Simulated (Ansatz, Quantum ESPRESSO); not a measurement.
# HfO2 (Fm-3m): third-order response, part 3 of 3

Wanted: vibrational spectra of HfO2 (Fm-3m) from linear and non-linear response.

Quantum ESPRESSO 8.0 development, patched; DFT LDA, scalar-relativistic, plane waves, PseudoDojo norm-conserving pseudopotentials.

So far. Step 6 (Modes with the sum rule): The rule moves no optical mode by more than 0.1 cm⁻¹. Step 8 (Modes along a direction of q (1 0 0)): The field moves one mode, from 259 to 645 cm⁻¹; the others stay.

**9. A second program**

A second program on the same cell, potentials, cutoff and meshes tests the implementation of the phonon response, not its convergence. Its field response is summed in its own way. Its k mesh is centred on Γ.

This step: DFT LDA, scalar-relativistic, plane waves, PseudoDojo norm-conserving pseudopotentials (Ansatz 0.2.0).

Contents of input.yaml:

```yaml
crystal:
  lattice:
    - [-2.4808600733, 0.0, 2.4808600733]
    - [0.0, 2.4808600733, 2.4808600733]
    - [-2.4808600733, 2.4808600733, 0.0]
  atoms:
    - { symbol: Hf, position: [0.0, 0.0, 0.0] }
    - { symbol: O, position: [0.75, 0.75, 0.75] }
    - { symbol: O, position: [0.25, 0.25, 0.25] }
kpoints:
  mp_grid: { grid: [8, 8, 8] }
hamiltonian:
  xc: lda
  pseudopotentials: { kind: nc, accuracy: standard }
scf:
  occupations: { method: fixed }
output:
  eigenvalues: true
basis:
  ecutwfc: 1142.878
phonons:
  method: dfpt
  dielectric: true
  rigid_motions: translations
  raman: true
```

Run with:

```bash
$ ansatz run input.yaml --threads 2 --pin off --max-ram 4096MiB --backend cpu --events-out ev --progress --plain --runs-dir out
```

Output:

```text
Warning: basis.ecutwfc = 1142.878 eV is below the records' recommended 1142.878222 eV, and the density's cutoff is lower with it unless basis.ecutrho_ratio is high enough to keep the records' density cutoff: compare with a run at a higher cutoff
Engine: ansatz 0.2.0, x86_64-unknown-linux-gnu
Pseudopotentials: kind: nc
Pseudopotential: Hf, nc, valence charge 12, recommended cutoff 789.130201 eV (normal), Hf.nc.azcp (PseudoDojo's, or run here from an input of PseudoDojo's; its table is named by hamiltonian.pseudopotentials.accuracy)
Pseudopotential: O, nc, valence charge 6, recommended cutoff 1142.878222 eV (normal), O.nc.azcp (PseudoDojo's, or run here from an input of PseudoDojo's; its table is named by hamiltonian.pseudopotentials.accuracy)
Functional definition: SPW92
  exchange = slater_x
  correlation = pw_c
Crystal: 3 atoms, lattice volume = 30.538 Å³
Basis set: ecut = 1142.878 eV, 2733 PW (Γ), exchange–correlation on 80×80×80 points (8 copies of the dense FFT grid, shifted against one another)
Bands: 16, of which v1, the nominal top of the filled ones, is band 12 counted from 1 (11 counted from 0)
Symmetry: 48 space group operations
k-points: 95 of 512 (irreducible under 4 space group operations, time reversal used)
Non-local potential: Hf, projectors of the file, l = 0: 2, l = 1: 2, l = 2: 2, l = 3: 2
Non-local potential: O, projectors of the file, l = 0: 2, l = 1: 2, l = 2: 1
Initial density: superposition of atomic densities (chi_scale 0.1, normalization cell, long waves kept (reshape's long-wave potential 0.00 eV rms))
Initial wavefunctions: pseudopotential atomic-orbital guess
Functional: x = slater, c = lda
SCF iter   1: F=—  HF=-2441.591504 eV  |F-HF|=—  |Δ(HF+E_count)|=         —  Δρ=7.01e-2  dr2=1.35e0  ethr=3.10e-3  ⟨swp⟩=5.2  Hψ=7481  notcnv=0  defer=190
preconditioner: auto → none  [insulator: Δε(μ)=4.455 eV  Ē_g=19.703 eV  n_scr=14 (ndim 8)  ℏωp=31.5 eV  f_vac=0.000  ε∞_Penn≈3.6]
SCF iter   2: F=—  HF=-2441.226514 eV  |F-HF|=—  |Δ(HF+E_count)|=   3.65e-1  Δρ=4.39e-2  dr2=2.98e-1  ethr=3.10e-3  ⟨swp⟩=2.1  Hψ=3210  notcnv=0  defer=190
SCF iter   3: F=—  HF=-2441.156441 eV  |F-HF|=—  |Δ(HF+E_count)|=   7.01e-2  Δρ=1.53e-2  dr2=6.82e-2  ethr=1.24e-3  ⟨swp⟩=3.0  Hψ=3146  notcnv=0  defer=190
SCF iter   4: F=—  HF=-2441.140368 eV  |F-HF|=—  |Δ(HF+E_count)|=   1.61e-2  Δρ=3.13e-3  dr2=2.11e-3  ethr=2.84e-4  ⟨swp⟩=2.1  Hψ=2372  notcnv=0  defer=190
SCF iter   5: F=—  HF=-2441.140092 eV  |F-HF|=—  |Δ(HF+E_count)|=   2.76e-4  Δρ=3.66e-4  dr2=2.49e-5  ethr=8.77e-6  ⟨swp⟩=3.2  Hψ=2987  notcnv=0  defer=190
SCF iter   6: F=—  HF=-2441.140089 eV  |F-HF|=—  |Δ(HF+E_count)|=   2.69e-6  Δρ=7.38e-5  dr2=3.03e-7  ethr=1.04e-7  ⟨swp⟩=2.8  Hψ=2984  notcnv=0  defer=190
SCF iter   7: F=—  HF=-2441.140097 eV  |F-HF|=—  |Δ(HF+E_count)|=   7.87e-6  Δρ=4.61e-6  dr2=2.47e-9  ethr=1.26e-9  ⟨swp⟩=3.1  Hψ=3214  notcnv=0  defer=187
SCF iter   8: F=-2441.140097 eV  HF=-2441.140097 eV  |F-HF|=7.73e-12  |Δ(HF+E_count)|=  2.52e-10  Δρ=3.49e-7  dr2=1.32e-11  ethr=1.00e-12  ⟨swp⟩=14.8  Hψ=13675  notcnv=0
SCF 1 converged in 8 iterations: F = -2441.140097 eV  dr2 = 1.32e-11
DFPT response loops at Γ: preconditioner auto → none (the input reference at scf.mixing.eps_inf says where Resta's filter doesn't serve); β = 0.50; Broyden in place of MSR1
── the response to a field inside a basis, on 10×10×10 k-points: an SCF that follows is theirs, and a resumed run solves both again ──
Bands: 13, of which v1, the nominal top of the filled ones, is band 12 counted from 1 (11 counted from 0)
k-points: 110 of 1000 (irreducible under 12 space group operations)
Initial density: handed on by an earlier stage of this run
Initial wavefunctions: pseudopotential atomic-orbital guess (no wavefunctions were taken with the density)
Eigensolver: Dense (110 Hₖ)
SCF iter   1: F=—  HF=-2441.134494 eV  |F-HF|=—  |Δ(HF+E_count)|=         —  Δρ=1.64e-4  dr2=6.71e-7  ethr=1.00e-1
preconditioner: auto → none  [insulator: Δε(μ)=3.919 eV  Ē_g=17.353 eV  n_scr=14 (ndim 8)  ℏωp=31.5 eV  f_vac=0.017  ε∞_Penn≈4.3]
SCF iter   2: F=—  HF=-2441.134495 eV  |F-HF|=—  |Δ(HF+E_count)|=   8.15e-7  Δρ=8.24e-5  dr2=1.70e-7  ethr=2.80e-9
SCF iter   3: F=—  HF=-2441.134495 eV  |F-HF|=—  |Δ(HF+E_count)|=   2.86e-7  Δρ=1.06e-5  dr2=2.73e-8  ethr=7.08e-10
SCF iter   4: F=-2441.134495 eV  HF=-2441.134495 eV  |F-HF|=2.73e-12  |Δ(HF+E_count)|=   7.46e-9  Δρ=6.89e-7  dr2=4.43e-11  ethr=1.14e-10
SCF 1 converged in 4 iterations: F = -2441.134495 eV  dr2 = 4.43e-11
DFPT response loops at Γ: mixed as the last ones told, above
DFPT response loops at Γ: mixed as the last ones told, above
DFPT response loops at Γ: mixed as the last ones told, above
SCF converged after 8 iterations
Free energy (F): -2441.140097 eV
Harris-Foulkes:  -2441.140097 eV  (|F-HF|=7.73e-12)
Internal energy: -2441.140097 eV  (E = F + TS)
E sigma→0 (E₀):  -2441.140097 eV
Fermi energy:    13.053068 eV
--- Per-component energies (eV) ---
  E_band       = -89.861974
  E_kinetic    = 1005.573210
  E_local      = -1227.730800  (includes V_loc(G=0)·N_el)
  E_nonlocal   = -79.180664
  E_hartree    = 359.740238
  E_xc         = -613.510869
  E_vxc        = -508.004200  (∫ρ·V_xc dr)
  E_ewald      = -1886.031211
  E_smearing   = -0.000000  (= −TS)
  E_closure    = 0.000000  (closes the sum)
  Σ components = -2441.140097   (vs F -2441.140097, Δ=0.00e0)
--- Band table (eV; the first three rows and the last of 95) ---
  k-point 0: bands = [... 8 lower, 7.2418, 12.4053, 12.4053, 12.4053, 16.9508, 16.9508, 19.2778, 24.2792]
  k-point 1: bands = [... 8 lower, 7.7288, 11.9440, 12.0846, 12.0846, 17.2903, 17.2903, 19.8666, 23.4656]
  k-point 2: bands = [... 8 lower, 8.8328, 11.0135, 11.5242, 11.5242, 17.7891, 17.7891, 20.4009, 22.8929]
  k-point 94: bands = [... 8 lower, 9.4281, 11.3698, 11.3698, 13.0531, 16.8503, 18.8000, 20.3145, 21.7547]
--- Phonons (Γ-DFPT): 2 representative perturbations + reference, on 95 of 512 k-points (Σ response iterations 6) ---
  k mesh reduced under 4 symmetry operations, with k and −k counted as one. Each operation leaves every solved perturbation unchanged. A smaller set is not considered because the run solves the response to a homogeneous field
  ASR residual: 8.445e-5 → 0.000e0 eV/Å²; symmetrization residual: 1.160e-6 eV/Å²
  ASR residual per site (eV/Å²): 4.56e-5 8.44e-5 8.44e-5
  Γ frequencies (cm⁻¹): 0.00 0.00 0.00 258.86 258.86 258.86 611.65 611.65 611.65
  ε∞ (high-frequency dielectric tensor):
        5.227109    -0.000000    -0.000000
        0.000000     5.227109     0.000000
       -0.000000     0.000000     5.227109
  ε⁰ (static dielectric tensor: ions relaxed, cell fixed):
       32.483647    -0.000000     0.000000
       -0.000000    32.483647     0.000000
        0.000000     0.000000    32.483647
  ε⁰ − ε∞ (ionic part):
       27.256539    -0.000000     0.000000
       -0.000000    27.256539     0.000000
        0.000000     0.000000    27.256539
  softest optical mode at Γ: 258.86 cm⁻¹; the repairs (sum rule, projections) moved no ω² at Γ by more than (1.27 cm⁻¹)²
  Born effective charges Z* (e; rows j = field, columns β = displacement):
    site 0:
         5.54582    0.00000    0.00000
         0.00000    5.54582   -0.00000
        -0.00000    0.00000    5.54582
    site 1:
        -2.77291   -0.00000    0.00000
        -0.00000   -2.77291    0.00000
         0.00000   -0.00000   -2.77291
    site 2:
        -2.77291    0.00000    0.00000
         0.00000   -2.77291    0.00000
         0.00000   -0.00000   -2.77291
  Z* charge neutrality: 2.476e-5 e pre-enforcement
  k-mesh period / interband length: 28.1 Å / 1.32 Å = 21.34 at k = (0.0000, 0.0000, 0.0000), direct gap 4.545 eV — 14 or more, which is no proof of convergence
  Raman tensors (in the event stream and the table raman_tensors.tsv): an entry may err by 5.5e-4 Å², one of the second-order susceptibility by 8.0e-20 pm/V (basis, points and sum rule); their sum over the sites missed zero by 8.882e-16 Å² ahead of its enforcement
  optical modes at Γ without the LO–TO term, one row a degenerate level:
      ω (cm⁻¹)  modes    IR ((D/Å)²/amu)  static Raman (Å⁴/amu)  depolarisation
        258.86      3            78.4526                 0.0000               —
        611.65      3             0.0000                44.4326           0.750
  optical modes at Γ + LO–TO along q̂ = [1.0000, 0.0000, 0.0000]:
      ω (cm⁻¹)  modes    IR ((D/Å)²/amu)  static Raman (Å⁴/amu)  depolarisation
        258.86      2            52.3017                 0.0000               —
        611.65      3             0.0000                44.4326           0.750
        645.31      1            26.1509                 0.0000               —
  optical modes at Γ + LO–TO along q̂ = [0.0000, 1.0000, 0.0000]:
      ω (cm⁻¹)  modes    IR ((D/Å)²/amu)  static Raman (Å⁴/amu)  depolarisation
        258.86      2            52.3017                 0.0000               —
        611.65      3             0.0000                44.4326           0.750
        645.31      1            26.1509                 0.0000               —
  optical modes at Γ + LO–TO along q̂ = [0.0000, 0.0000, 1.0000]:
      ω (cm⁻¹)  modes    IR ((D/Å)²/amu)  static Raman (Å⁴/amu)  depolarisation
        258.86      2            52.3017                 0.0000               —
        611.65      3             0.0000                44.4326           0.750
        645.31      1            26.1509                 0.0000               —
```

Run time: 3 min. Hardware: 2 threads of Intel Xeon Platinum 8559C (Emerald Rapids), shared host; peak memory 1.3 GiB; 5.9 min of CPU time.

Read from the output:

```yaml
sum_rule_residual_before_enforcement: 8.44e-5 eV/Å²
miss_of_the_charge_sum_rule: 2.48e-5 e
lowest_optical_zone_centre_mode: 258.9 cm⁻¹
mean_high_frequency_dielectric_constant: 5.227
mean_static_dielectric_constant: 32.48
highest_mode_moved_by_the_lo_to_term: 645.3 cm⁻¹
```

Transverse modes. Infrared lines, with heights relative to the strongest:

| position (cm⁻¹) | label | IR intensity ((D/Å)²/amu), degenerate modes summed, relative |
| --- | --- | --- |
| 259 | T1u | 100 |
| 612 | T2g | 0.0 |

Activity x (w_L - w)^4 (n + 1)/w, 532 nm, 300 K. Raman lines, with heights relative to the strongest:

| position (cm⁻¹) | label | Stokes intensity, strongest 100 |
| --- | --- | --- |
| 259 | T1u | 0.0 |
| 612 | T2g | 100 |

**10. The two compared: QE PseudoDojo and Ansatz, PseudoDojo**

Numbers from this step:

* root-mean-square difference: 0.05 cm⁻¹
* largest difference: 0.05 cm⁻¹

Frequencies side by side, by row:

| q (reciprocal lattice) | mode | QE PseudoDojo (cm⁻¹) | Ansatz, PseudoDojo (cm⁻¹) |
| --- | --- | --- | --- |
| 0 0 0 | 1 | 0 | 0 |
| 0 0 0 | 2 | 0 | 0 |
| 0 0 0 | 3 | 0 | 0 |
| 0 0 0 | 4 | 258.8 | 258.9 |
| 0 0 0 | 5 | 258.8 | 258.9 |
| 0 0 0 | 6 | 258.8 | 258.9 |
| 0 0 0 | 7 | 611.6 | 611.6 |
| 0 0 0 | 8 | 611.6 | 611.6 |
| 0 0 0 | 9 | 611.6 | 611.6 |

The two runs side by side. Further quantities:

| quantity | QE PseudoDojo | Ansatz, PseudoDojo |
| --- | --- | --- |
| mean ε∞ | 5.229 | 5.227 |
| largest Born charge in size (e; the first before, the second after the charge sum rule) | 5.546 | 5.546 |
| summed IR intensity ((D/Å)²/amu) | 78.46 | 78.45 |
| summed Raman activity (Å⁴/amu) | 44.46 | 44.43 |

At the zone centre the largest difference (acoustic modes at Γ apart) is 0.008 % of the highest mode.

**11. Results**

| Property | Result |
| --- | --- |
| space group after relaxation | Fm-3m |
| volume per atom | 10.2 Å³ |
| gap on the k-mesh | 3.80 eV |
| highest optical zone-centre mode (no LO-TO term) | 611.6 cm⁻¹ |
| lowest optical zone-centre mode | 258.8 cm⁻¹ |
| highest mode moved by the LO-TO term | 645.2 cm⁻¹ |
| mean high-frequency dielectric constant | 5.23 |
| largest Born charge in size (third of the trace) | 5.55 e |
| mean static dielectric constant | 32.5 |
| imaginary optical modes at the zone centre (no q mesh in this session) | none |
| largest difference from Ansatz, PseudoDojo | 0.05 cm⁻¹ |

What this shows: The largest Raman activity of HfO2 (Fm-3m) lies at 612 cm⁻¹ and the strongest infrared line at 259 cm⁻¹ (transverse modes). At the LDA level the optical modes of HfO2 (Fm-3m) at the zone centre (no LO-TO term) run from 259 to 612 cm⁻¹. Along the directions run, the highest mode that the macroscopic field moves lies at 645 cm⁻¹. Lattice motion raises the mean dielectric constant from 5.229 to 32.50. The Born charge of O is -2.773 e against a formal charge of -2: displacements drive charge along the bonds, a mark of mixed ionic and covalent bonding and of large LO-TO splittings. Of the 6 optical modes, 3 are infrared active alone and 3 are Raman active alone; inversion symmetry keeps the two sets apart. QE PseudoDojo and Ansatz, PseudoDojo agree to 0.05 cm⁻¹ (0.008 % of the highest mode compared) on all solved modes but the acoustic ones at Γ, without the LO-TO term. These are harmonic frequencies at zero temperature: anharmonic shifts and linewidths and thermal expansion are left out. Spin-orbit coupling is left out, which can matter for the heavy elements here. The build is a development version in which the Raman tensors of release 7.5 are mended; dynmat.x leaves out the electro-optic term of LO lines.

[Host names and launcher messages were left out of these logs when they were recorded.]

[Logs are printed without paths, hosts, clocks, repeated set-up lines and the standing remarks that a program may print on its own settings, such as how far it seeks lower states.]

[Hosts, paths, dates, database ids (printed as entryN), source tags and the programs' standing remarks are cut or masked in the printed files.]
